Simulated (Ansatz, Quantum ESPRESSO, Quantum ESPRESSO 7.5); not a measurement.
# Band edges of In2STe, 1 layer under strain

How do the band edges of In2STe, 1 layer move against the vacuum when the sheet is stretched?

Main program and level: Quantum ESPRESSO 7.5; plane-wave DFT, PBE, GBRV ultrasoft pseudopotentials (geometry by Ansatz 0.2.0 with PAW datasets; geometry under PBE).

**1. The starting structure**

The cell holds 4 atoms: 1 Te, 2 In and 1 S. Its edges and angles: a = 4.157 Å, b = 4.157 Å, c = 20.038 Å, α = 90.0°, β = 90.0°, γ = 120.0°. It derives from In2STe. Vacuum lies along c.

**2. Geometry from Ansatz**

A relaxation in Ansatz fixes the structure of this slab for the runs on it.

File input.yaml:

```yaml
crystal:
  lattice:
    - [4.1574, 0.0, 0.0]
    - [-2.0787, 3.6004140137, 0.0]
    - [0.0, 0.0, 20.0382444634]
  atoms:
    - { symbol: Te, position: [0.3333333333, 0.6666666667, 0.3742842849] }
    - { symbol: In, position: [0.0, 0.0, 0.4491007928] }
    - { symbol: In, position: [0.0, 0.0, 0.5908297754] }
    - { symbol: S, position: [0.3333333333, 0.6666666667, 0.6257157151] }
kpoints:
  mp_grid: { grid: [6, 6, 1] }
hamiltonian:
  xc: pbe
scf:
  occupations: { method: fermi_dirac, width: 0.05 }
  convergence: { dr2_threshold: 1.0e-08 }
efield:
  axis: 3
  dipole_correction: true
  ramp_position: 0.97
  ramp_width: 0.04
relax:
  f_tol: 0.01
  cell: { fix: [c, alpha, beta] }
output:
  write_potential: true
  write_density: true
  volumetric_format: npy
```

Launch:

```
ansatz run input.yaml --threads 4 --pin off --max-ram 8192MiB --backend cpu --events-out ev --progress --plain --runs-dir out
```

Numbers of over 12 decimals in the logs are rounded to 6 here.

Log:

```text
Warning: relax.cell: scf.convergence.dr2_threshold = 1e-8 eV is looser than the 4e-10 eV advised for a relaxation that steers and ends on the stress (1e-10 eV for each atom of the cell: 4). What an SCF threshold leaves in a stress goes as its square root, and in the free energy as the threshold itself, and one threshold admits the most on a small cell: [figures from the program's tests cut] Set scf.convergence.dr2_threshold to 4e-10 eV or tighter. The threshold is an SCF's pass mark: one that does not reach it within its budget of iterations ends unconverged, or closes short of it on a stop that the run arms, and scf.convergence.dr2_threshold's page says what that costs each kind of run
Engine: ansatz 0.2.0, aarch64-unknown-linux-gnu
Pseudopotentials: kind: paw
Pseudopotential: Te, paw, valence charge 16, recommended cutoff 420 eV (normal), Te.paw.azcp
Pseudopotential: In, paw, valence charge 13, recommended cutoff 420 eV (normal), In.paw.azcp
Pseudopotential: S, paw, valence charge 6, recommended cutoff 420 eV (normal), S.paw.azcp
Functional definition: PBE
  parameter kappa = 0.804
  parameter beta = 0.066725
  exchange = pbe_x(kappa = kappa, mu = beta*pi^2/3)
  correlation = pbe_c(beta = beta)
Crystal: 4 atoms, lattice volume = 299.940 Å³
Basis set: ecut = 420 eV, 5797 PW (Γ), exchange–correlation on 60×60×270 points (8 copies of the dense FFT grid, shifted against one another)
Bands: 29, of which v1, the nominal top of the filled ones, is band 24 counted from 1 (23 counted from 0)
Symmetry: 6 space group operations
Space group: P3m1 (ITA 156), of the structure as read, at distance tolerance 6.7e-5 Å
k-points: 7 of 36 (time reversal used)
Non-local potential: Te, projectors of the file, l = 0: 2, l = 1: 2, l = 2: 2, l = 3: 2
Non-local potential: In, projectors of the file, l = 0: 2, l = 1: 2, l = 2: 2, l = 3: 2
Non-local potential: S, projectors of the file, l = 0: 2, l = 1: 2, l = 2: 2
PAW form: soft (Blöchl's): semilocal exchange-correlation on the pseudo side does not see the compensation charge
PAW one-centre angular grid: Te, 590 points (default); XC on 64 Gauss nodes
PAW one-centre angular grid: In, 590 points (default); XC on 64 Gauss nodes
PAW one-centre angular grid: S, 110 points (default); XC on 64 Gauss nodes
Initial density: superposition of atomic densities (neutral atoms: chi_scale 0, normalization atom), corrected by the library's trained network
Initial wavefunctions: pseudopotential atomic-orbital guess
Functional: x = pbe(κ = 0.804, μ = 0.219515), c = pbe(β = 0.066725)
SCF iter   1: F=—  HF=-19079.042327 eV  |F-HF|=—  |Δ(HF+E_count)|=         —  Δρ=1.04e-3  dr2=6.61e-3  ethr=1.77e-3  p=0.026 e·Å  D=1.58e-2 V/Å  ΔV_dip=-0.32 eV  dr2_dipole=6.11e-4  V_vac-E_F(+/−)=4.50/4.82 eV  ⟨swp⟩=7.3  Hψ=1041  notcnv=0
efield: sawtooth ramp at fractional position 0.9700 (set: `efield.ramp_position`, or a place that a band, a saddle search or an elastic batch's reference lends), width 0.0400; the density the first Hamiltonian is built on has a dipole p = 0.026 e·Å; the dipole correction subtracts the counter field D = 1.58e-2 V/Å, which shifts the + side's vacuum level by -0.32 eV against the − side's; the planar-averaged density in the ramp window peaks in size at 1.5e-5 e/Å³
preconditioner: auto → Resta (q_TF=auto, 2.010 Å⁻¹)  ε∞=2.0  [insulator: Δε(μ)=0.615 eV  Ē_g=13.274 eV  σ=0.050 eV  W_gap=1.00  n_scr=54 (ndim 8)  ℏωp=13.2 eV  f_vac=0.574  D(μ)=0.01/eV (n_scr^D=0)  ε∞_Penn≈2.0  vacuum switching on, ρ_ref=1.3e-2 e/Å³]
SCF iter   2: F=—  HF=-19079.044395 eV  |F-HF|=—  |Δ(HF+E_count)|=   2.07e-3  Δρ=7.10e-4  dr2=7.62e-3  ethr=1.38e-5  p=0.037 e·Å  D=2.24e-2 V/Å  ΔV_dip=-0.45 eV  dr2_dipole=3.24e-3  V_vac-E_F(+/−)=4.46/4.90 eV  ⟨swp⟩=3.6  Hψ=527  notcnv=0  defer=3
SCF iter   3: F=—  HF=-19079.044683 eV  |F-HF|=—  |Δ(HF+E_count)|=   2.88e-4  Δρ=4.43e-4  dr2=5.78e-3  ethr=1.38e-5  p=0.019 e·Å  D=1.13e-2 V/Å  ΔV_dip=-0.23 eV  dr2_dipole=2.12e-3  V_vac-E_F(+/−)=4.61/4.83 eV  ⟨swp⟩=2.4  Hψ=260  notcnv=0  defer=3
SCF iter   4: F=—  HF=-19079.044662 eV  |F-HF|=—  |Δ(HF+E_count)|=   2.20e-5  Δρ=1.98e-4  dr2=4.18e-4  ethr=1.20e-5  p=0.024 e·Å  D=1.43e-2 V/Å  ΔV_dip=-0.29 eV  dr2_dipole=7.65e-5  V_vac-E_F(+/−)=4.58/4.87 eV  ⟨swp⟩=1.6  Hψ=217  notcnv=0  defer=3
SCF iter   5: F=—  HF=-19079.044911 eV  |F-HF|=—  |Δ(HF+E_count)|=   2.50e-4  Δρ=6.25e-5  dr2=2.06e-5  ethr=8.71e-7  p=0.024 e·Å  D=1.42e-2 V/Å  ΔV_dip=-0.29 eV  dr2_dipole=1.24e-6  V_vac-E_F(+/−)=4.60/4.88 eV  ⟨swp⟩=2.1  Hψ=241  notcnv=0  defer=3
SCF iter   6: F=—  HF=-19079.044894 eV  |F-HF|=—  |Δ(HF+E_count)|=   1.72e-5  Δρ=2.36e-5  dr2=1.60e-6  ethr=4.29e-8  p=0.023 e·Å  D=1.41e-2 V/Å  ΔV_dip=-0.28 eV  dr2_dipole=1.46e-7  V_vac-E_F(+/−)=4.60/4.88 eV  ⟨swp⟩=2.9  Hψ=381  notcnv=0  defer=3
SCF iter   7: F=—  HF=-19079.044802 eV  |F-HF|=—  |Δ(HF+E_count)|=   9.22e-5  Δρ=8.87e-6  dr2=1.90e-7  ethr=3.34e-9  p=0.023 e·Å  D=1.40e-2 V/Å  ΔV_dip=-0.28 eV  dr2_dipole=3.93e-10  V_vac-E_F(+/−)=4.60/4.88 eV  ⟨swp⟩=2.0  Hψ=255  notcnv=0  defer=3
SCF iter   8: F=—  HF=-19079.044802 eV  |F-HF|=—  |Δ(HF+E_count)|=   4.30e-7  Δρ=1.93e-6  dr2=1.23e-8  ethr=3.95e-10  p=0.023 e·Å  D=1.40e-2 V/Å  ΔV_dip=-0.28 eV  dr2_dipole=2.09e-10  V_vac-E_F(+/−)=4.60/4.88 eV  ⟨swp⟩=2.4  Hψ=325  notcnv=0  defer=3
SCF iter   9: F=-19079.044802 eV  HF=-19079.044802 eV  |F-HF|=1.34e-9  |Δ(HF+E_count)|=   1.91e-8  Δρ=4.79e-7  dr2=5.86e-10  ethr=2.08e-11  p=0.023 e·Å  D=1.40e-2 V/Å  ΔV_dip=-0.28 eV  dr2_dipole=5.11e-21  V_vac-E_F(+/−)=4.60/4.88 eV  ⟨swp⟩=8.6  Hψ=1298  notcnv=0
SCF 1 converged in 9 iterations: F = -19079.044802 eV  dr2 = 5.86e-10
  greatest PAW one-centre occupation: 0.998 electrons in one spin orbital (limit 2), on the Te atom at site 0 (counted from 0), in its partial waves of l = 2
relax step   1: F+E_penalty+E_count = -19079.04480235 eV  Δ(F+E_penalty+E_count) = +0.000e0 eV  max|allowed force component| = 1.235e0 eV/Å  Δτ_max = 0.0000 Å  P = +1.140 GPa  Ω = 299.940 Å³  fix = [c, alpha, beta]  reactions: c +0.483 GPa  (9 SCF iters, accepted)
Crystal: 4 atoms, lattice volume = 304.825 Å³
Basis set: ecut = 420 eV, 5881 PW (Γ), exchange–correlation on 60×60×270 points (8 copies of the dense FFT grid, shifted against one another)
Initial density: handed on by an earlier stage of this run
Initial wavefunctions: those handed on with the density
iter 1 solved again at ethr=4.73e-4 eV; its pass at ethr=3.10e-3 eV (dr2=2.27e-1 eV) is discarded
[...]
SCF iter   8: F=—  HF=-19079.268054 eV  |F-HF|=—  |Δ(HF+E_count)|=   4.80e-8  Δρ=1.92e-6  dr2=1.33e-8  ethr=3.32e-10  p=-0.042 e·Å  D=-2.54e-2 V/Å  ΔV_dip=0.51 eV  dr2_dipole=2.02e-11  V_vac-E_F(+/−)=5.28/4.77 eV  ⟨swp⟩=2.4  Hψ=345  notcnv=0  defer=1
SCF iter   9: F=-19079.268054 eV  HF=-19079.268054 eV  |F-HF|=1.23e-9  |Δ(HF+E_count)|=   1.24e-8  Δρ=5.04e-7  dr2=1.88e-9  ethr=2.08e-11  p=-0.042 e·Å  D=-2.54e-2 V/Å  ΔV_dip=0.51 eV  dr2_dipole=2.90e-11  V_vac-E_F(+/−)=5.28/4.77 eV  ⟨swp⟩=8.6  Hψ=1306  notcnv=0
SCF 3 converged in 9 iterations: F = -19079.268054 eV  dr2 = 1.88e-9
relax step   3: F+E_penalty+E_count = -19079.26805406 eV  Δ(F+E_penalty+E_count) = -2.426e-3 eV  max|allowed force component| = 1.674e-1 eV/Å  Δτ_max = 0.0893 Å  P = -0.248 GPa  Ω = 301.327 Å³  energy of the carried Pulay correction = -1.123e-4 eV  fix = [c, alpha, beta]  reactions: c -0.395 GPa  (9 SCF iters, accepted)
[...]
relax step   4: F+E_penalty+E_count = -19079.27312532 eV  Δ(F+E_penalty+E_count) = -5.071e-3 eV  max|allowed force component| = 1.133e-2 eV/Å  Δτ_max = 0.0385 Å  P = -0.046 GPa  Ω = 301.678 Å³  energy of the carried Pulay correction = -1.407e-4 eV  fix = [c, alpha, beta]  reactions: c -0.031 GPa  (8 SCF iters, accepted)
[...]
relax step   5: F+E_penalty+E_count = -19079.27332935 eV  Δ(F+E_penalty+E_count) = -2.040e-4 eV  max|allowed force component| = 6.784e-3 eV/Å  Δτ_max = 0.0026 Å  P = -0.013 GPa  Ω = 301.060 Å³  energy of the carried Pulay correction = -9.077e-5 eV  fix = [c, alpha, beta]  reactions: c +0.002 GPa  (6 SCF iters, accepted)
Initial wavefunctions: pseudopotential atomic-orbital guess (no wavefunctions were taken with the density)
iter 1 solved again at ethr=4.47e-7 eV; its pass at ethr=3.10e-3 eV (dr2=2.14e-4 eV) is discarded
SCF iter   1: F=—  HF=-19079.273228 eV  |F-HF|=—  |Δ(HF+E_count)|=         —  Δρ=2.30e-5  dr2=4.31e-8  ethr=4.47e-7  p=-0.043 e·Å  D=-2.60e-2 V/Å  ΔV_dip=0.52 eV  dr2_dipole=1.42e-10  V_vac-E_F(+/−)=5.29/4.77 eV  ⟨swp⟩=3.1  Hψ=1585  notcnv=0
efield: sawtooth ramp at fractional position 0.9700 (set: `efield.ramp_position`, or a place that a band, a saddle search or an elastic batch's reference lends), width 0.0400; the density the first Hamiltonian is built on has a dipole p = -0.043 e·Å; the dipole correction subtracts the counter field D = -2.60e-2 V/Å, which shifts the + side's vacuum level by +0.52 eV against the − side's; the planar-averaged density in the ramp window peaks in size at 2.6e-6 e/Å³
eigensolver tolerance schedule: the retry pair's looser diagonalisation over-reported the residual by 4971.13 of it (diagonalisation noise at 2.52 of the residual, at the tolerance the schedule requests for it); recorded, not acted on — ethr = c·dr2/N_el stays at c = 1.0e-1
SCF iter   2: F=—  HF=-19079.273307 eV  |F-HF|=—  |Δ(HF+E_count)|=   7.92e-5  Δρ=1.15e-5  dr2=1.22e-8  ethr=8.98e-11  p=-0.043 e·Å  D=-2.60e-2 V/Å  ΔV_dip=0.52 eV  dr2_dipole=4.40e-10  V_vac-E_F(+/−)=5.29/4.77 eV  ⟨swp⟩=3.3  Hψ=531  notcnv=0
SCF iter   3: F=—  HF=-19079.273385 eV  |F-HF|=—  |Δ(HF+E_count)|=   7.75e-5  Δρ=3.38e-6  dr2=1.58e-8  ethr=2.08e-11  p=-0.043 e·Å  D=-2.59e-2 V/Å  ΔV_dip=0.52 eV  dr2_dipole=5.35e-9  V_vac-E_F(+/−)=5.29/4.77 eV  ⟨swp⟩=14.3  Hψ=1582  notcnv=0
SCF iter   4: F=-19079.273399 eV  HF=-19079.273396 eV  |F-HF|=3.15e-6  |Δ(HF+E_count)|=   1.14e-5  Δρ=1.25e-6  dr2=5.87e-9  ethr=2.08e-11  p=-0.043 e·Å  D=-2.60e-2 V/Å  ΔV_dip=0.52 eV  dr2_dipole=2.62e-9  V_vac-E_F(+/−)=5.29/4.77 eV  ⟨swp⟩=7.4  Hψ=1291  notcnv=0
SCF 6 converged in 4 iterations: F = -19079.273399 eV  dr2 = 5.87e-9
relax step   6: F+E_penalty+E_count = -19079.27339926 eV  Δ(F+E_penalty+E_count) = -6.990e-5 eV  max|allowed force component| = 6.806e-3 eV/Å  Δτ_max = 0.0000 Å  P = -0.014 GPa  Ω = 301.060 Å³  fix = [c, alpha, beta]  reactions: c +0.001 GPa  stress off target by 2.14e-2 GPa on what of the cell is left free  SCF on the basis re-selected at this cell (its energy is not comparable with the rows above)  (4 SCF iters)
basis re-selected at this cell: Δ(F+E_penalty+E_count) = -6.990e-5 eV, ΔP = -0.001 GPa vs the last step (what re-selecting the basis moved, of the pressure what is left beyond the Pulay correction that the steps carried, after the strain that the cell walked since its last selection, with what the two solves' SCF thresholds leave and, on support functions, any second-order correction that the steps lacked; it is no m [...]
WARN: The output density's exchange-correlation potential varies sharply where the density is thin. Do not read a vacuum level from v_tot or v_xc, or from such a field of the output density. On a cell that repeats whose density bears no net charge and no dipole along the vacuum's axis use v_es (v_loc + v_h of the components); under efield.dipole_correction with no amplitude use v_es + v_field, which holds any externa [...]
SCF converged after 4 iterations
Free energy (F): -19079.273399 eV
Harris-Foulkes:  -19079.273396 eV  (|F-HF|=3.15e-6)
Internal energy: -19079.273389 eV  (E = F + TS)
E sigma→0 (E₀):  -19079.273394 eV
Entropy (-TS):   -0.000010 eV (-0.003 meV/atom)
Fermi energy:    -0.098146 eV
Dipole field:    D = -0.025903 V/Å  (p = -0.043096 e·Å, saw-weighted, corrected)
Work function:   Φ+ = 5.2939 eV   Φ− = 4.7749 eV
Levels:          The Fermi level and band energies are counted from a zero that moves with the ramp; work functions are not
--- Per-component energies (eV) ---
  E_band       = -751.699052
  E_kinetic    = 770.105786
  E_local      = -23005.371097  (includes V_loc(G=0)·N_el)
  E_nonlocal   = 452.800918
  E_hartree    = 11205.416203
  E_xc         = -650.232158
  E_vxc        = -387.670797  (∫ρ·V_xc dr)
  E_paw        = -13572.811642  (= ΣΔE_a)
  E_vpaw       = -992.213103  (= ΣTr[D̂ρ^β])
  E_aug_tail   = -0.000136  (compensation charges beyond the density's cutoff)
  E_efield     = 0.000558  (sawtooth field / dipole correction)
  E_vefield    = -0.182156  (∫n·V_field dr)
  E_ewald      = 5720.818179
  E_smearing   = -0.000010  (= −TS)
  E_closure    = 0.000000  (closes the sum)
  Σ components = -19079.273399   (vs F -19079.273399, Δ=0.00e0)
--- Forces (eV/Å), atoms counted from 1 ---
  atom   1  Te     0.00000000     0.00000000    -0.00060194
  atom   2  In     0.00000000    -0.00000000    -0.00174201
  atom   3  In    -0.00000000    -0.00000000     0.00680515
  atom   4  S      0.00000000     0.00000000    -0.00446394
  max |Σ_I F_I| component: 2.75e-6 eV/Å
--- Stress (GPa, compression-positive) ---
       -0.021395       0.000000      -0.000000
        0.000000      -0.021395       0.000000
       -0.000000       0.000000       0.001434
  P = ⅓ Tr σ = -0.0138 GPa (-0.138 kbar)
--- Band table (eV; the first three rows and the last of 7) ---
  k-point 0: bands = [... 20 lower, -2.2001, -1.0207, -0.5639, -0.5639, 0.3326, 2.1481, 3.6403, 3.6403, ... 1 higher]
  k-point 1: bands = [... 20 lower, -2.4251, -1.9341, -0.9279, -0.8942, 1.1195, 2.4286, 3.3582, 3.9172, ... 1 higher]
  k-point 2: bands = [... 20 lower, -2.8186, -2.4802, -1.4973, -1.2300, 1.2010, 1.6988, 3.3246, 3.7150, ... 1 higher]
  k-point 6: bands = [... 20 lower, -3.4266, -2.5565, -2.0111, -1.9652, 1.6405, 1.8573, 3.2130, 4.1075, ... 1 higher]
--- Relaxed structure (5 steps of the walk, 5 accepted, 1 SCFs on fresh bases) ---
  F+E_penalty+E_count = -19079.27339926 eV   max|allowed force component| = 6.806e-3 eV/Å   (the final SCF, on the basis selected at the relaxed cell)
  cell:  # Å, volume = 301.0596 Å³
    - [4.165154, 5.739109260183606e-19, 0]
    - [-2.082577, 3.607129, 0]
    - [0, 0, 20.0382444634]
  atoms:
    - { symbol: Te, position: [0.333333, 0.666667, 0.370651] }
    - { symbol: In, position: [0, -3.700743415524894e-17, 0.445282] }
    - { symbol: In, position: [0, -3.700743415524894e-17, 0.586264] }
    - { symbol: S, position: [0.333333, 0.666667, 0.637734] }
```

It took 8 s on 4 threads of Arm Neoverse V2, shared host; peak memory 0.61 GiB.

Step by step:

```tsv
step	energy less that of the first step (eV)	largest force component (eV/Å)	pressure (GPa)	volume (Å³)
1	0.0000	1.2355	1.14	299.94
2	-0.2208	0.1439	0.07	304.82
3	-0.2233	0.1674	-0.25	301.33
4	-0.2283	0.0113	-0.05	301.68
5	-0.2285	0.0068	-0.01	301.06
6*	-0.2286	0.0068	-0.01	301.06
```

Relaxation steps marked * repeat the geometry before them on a plane-wave basis chosen anew for their cell, so energy and pressure can jump there.

```tsv
cell as run	before	after	change
a (Å)	4.157	4.165	+0.2 %
b (Å)	4.157	4.165	+0.2 %
```

The atoms that moved most (Å, along periodic axes as changes of fractional coordinates times the final cell, across vacuum about the mean position):

```tsv
atom	dx	dy	dz	length
S4	0.000	0.000	0.241	0.241
In3	0.000	0.000	-0.091	0.091
In2	0.000	0.000	-0.077	0.077
Te1	0.000	0.000	-0.073	0.073
```

Final coordinates:

```xyz
4
Lattice="4.1652 0.0000 0.0000 -2.0826 3.6071 0.0000 0.0000 0.0000 20.0382" Properties=species:S:1:pos:R:3
Te    0.0000    2.4048    7.4272
In    0.0000    0.0000    8.9227
In    0.0000    0.0000   11.7477
S     0.0000    2.4048   12.7791
```

Numbers from this step:

| Item | Value |
| --- | --- |
| free energy | -19079.2734 eV |
| Fermi energy | -0.09815 eV |
| gap by band count | 0.8966 eV |
| symmetry operations | 6 |
| dipole along the normal | -0.04310 e·Å |
| vacuum level at the upper face over a Fermi level inside the gap | 5.294 eV |
| vacuum level at the lower face over a Fermi level inside the gap | 4.775 eV |

(Part 1 of 2 ends here.)

[Logs are printed without paths, hosts, clocks, repeated set-up lines and the standing remarks that a program may print on its own settings, such as how far it seeks lower states.]

[Hosts, paths, dates, database ids (printed as entryN), source tags and the programs' standing remarks are cut or masked in the printed files.]

[Maps of the electrostatic potential energy from Ansatz leave out the sawtooth potential of an applied field or a dipole correction, so their vacuum need not be flat; planar profiles and work functions include it.]
